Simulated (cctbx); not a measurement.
## Pr5Ti3: solution and refinement

Cell a = 8.8690 Å, b = 8.8690 Å, c = 6.8180 Å, α = 90.00°, β = 90.00°, γ = 120.00°; space group P6_3/mcm (no. 193); content Pr10 Ti6.

The data are simulated with cctbx, not measured: Cu Kα, λ = 1.54184 Å, to d = 0.83 Å, 95 % of the full sphere, strongest reflection 5000 counts, noise from counting, a 4 % proportional error and a noise floor of 4 counts (s.d.); no absorption.

Charge flipping in P1 on normalised amplitudes to 0.83 Å, δ = 1.2 σ, 20 % of the reflections treated as weak, 300 cycles:

```text
cycle      R  skewness
    0  0.645     0.32
   25  0.266     4.78
   50  0.244     4.56
   75  0.238     4.43
  100  0.239     4.41
  125  0.235     4.38
  150  0.224     4.40
  175  0.234     4.43
  200  0.224     4.37
  225  0.229     4.40
  250  0.233     4.42
  275  0.235     4.46
origin shift          correlation  skewness
 0.272  0.438  0.267      0.848      6.05
 0.939  0.781  0.292      0.836      5.41
 0.947  0.797  0.015      0.853      7.19
 0.271  0.437  0.016      0.835      5.83
taken: symmetry correlation 0.853, skewness 7.19
peak      x       y       z  mult  height/sigma
Q1    0.3333  0.6667  0.0000    4     16.9
Q2    0.0000  0.2539  0.2500    6     15.3
Q3    0.0000  0.3928  0.7500    6      4.0
Q4    0.0000  0.1273  0.2500    6      1.3
Q5    0.2588  0.6046  0.7500   12      1.3
Q6    0.0000  0.2457  0.5519   12      1.1
Q7    0.0000  0.2558  0.7500    6      1.1
Q8    0.0700  0.4679  0.5667   24      1.0
```

The origin is taken among those within 0.04 of the best correlation, by the skewness of the map.

Run time: 0.69 s on 1 thread of Arm Neoverse V2, with other jobs on the host, peak memory 0.08 GiB.

**Question.** Which peaks are atoms, and which elements?

Heights go roughly as Z and multiplicities must add up to the content. First model: Q1 = Pr1 (4 in the cell, height 16.9), Q2 = Pr2 (6 in the cell, height 15.3) and Q3 = Ti1 (6 in the cell, height 4.0). Against the true structure, Q1 is Pr, Q2 is Pr and Q3 is Ti; the other peaks are not atoms.

Least squares on F², isotropic:

```text
Rint 0.056, 179 unique reflections to 0.83 A
cycle     R1     wR2    GooF  max shift (A)
   1  0.0643  0.1299   5.413   0.01283
   2  0.0369  0.0816   3.402   0.00000
final R1 0.0369 wR2 0.0816 GooF 3.402  parameters 5  data/parameter 35.8
atom        x        y        z      Ueq    occ   su(xyz)  su(Uiso or U11)
Pr1    0.33333  0.66667  0.00000   0.0136  1.000  0.00000  0.0005
Pr2    0.00000  0.25423  0.25000   0.0133  1.000  0.00017  0.0004
Ti1    0.00000  0.39425  0.75000   0.0167  1.000  0.00057  0.0010
difference map: max 3.91 min -4.46 rms 0.48
Q1    0.0000  0.3983  0.6744   12    4.00  0.52 A from Ti1
Q2    0.0689  0.2871  0.2500   12    3.09  0.53 A from Pr2
Q3    0.3042  0.6084  0.0000   12    2.52  0.45 A from Pr1
Q4    0.3333  0.6667  0.1674    8    1.41  1.14 A from Pr1
Q5    0.2626  0.5466  0.7500   12    1.36  1.94 A from Pr1
```

Anisotropic refinement:

```text
Rint 0.056, 179 unique reflections to 0.83 A
cycle     R1     wR2    GooF  max shift (A)
   1  0.0369  0.0816   3.452   0.00155
   2  0.0112  0.0233   0.985   0.00000
final R1 0.0112 wR2 0.0233 GooF 0.985  parameters 10  data/parameter 17.9
atom        x        y        z      Ueq    occ   su(xyz)  su(Uiso or U11)
Pr1    0.33333  0.66667  0.00000   0.0134  1.000  0.00000  0.0002
Pr2    0.00000  0.25406  0.25000   0.0134  1.000  0.00005  0.0002
Ti1    0.00000  0.39425  0.75000   0.0168  1.000  0.00016  0.0006
difference map: max 0.66 min -0.60 rms 0.17
Q1    0.0000  0.0000  0.0000    2    0.66  2.83 A from Pr2
Q2    0.1044  0.3962  0.7500   12    0.57  0.92 A from Ti1
Q3    0.0000  0.3531  0.2500    6    0.55  0.88 A from Pr2
Q4    0.1582  0.4939  0.1898   24    0.53  1.92 A from Pr2
Q5    0.0000  0.1234  0.2500    6    0.53  1.16 A from Pr2
Q6    0.0000  0.3119  0.5954   12    0.53  1.28 A from Ti1
```

**Reading.** The refinement ends at R1 = 0.0112, wR2 = 0.0233, GooF = 0.98, with difference density between -0.60 and 0.66 e/Å³. Every site matches the true model in element, within 0.002 Å r.m.s., up to an allowed shift of origin.

True model:

| atom | mult. | x | y | z | Ueq (Å²) |
| --- | --- | --- | --- | --- | --- |
| Pr1 | 6 | 0 | 0.7460 | 3/4 | 0.0135 |
| Pr2 | 4 | 2/3 | 1/3 | 0 | 0.0135 |
| Ti1 | 6 | 0 | 0.3946 | 3/4 | 0.0168 |

This is a model crystal, built by substitution and not relaxed, with assumed displacement parameters.

[Middle refinement cycles are left out of these outputs.]

[Logs are printed without paths, hosts, clocks, repeated set-up lines and the standing remarks that a program may print on its own settings, such as how far it seeks lower states.]
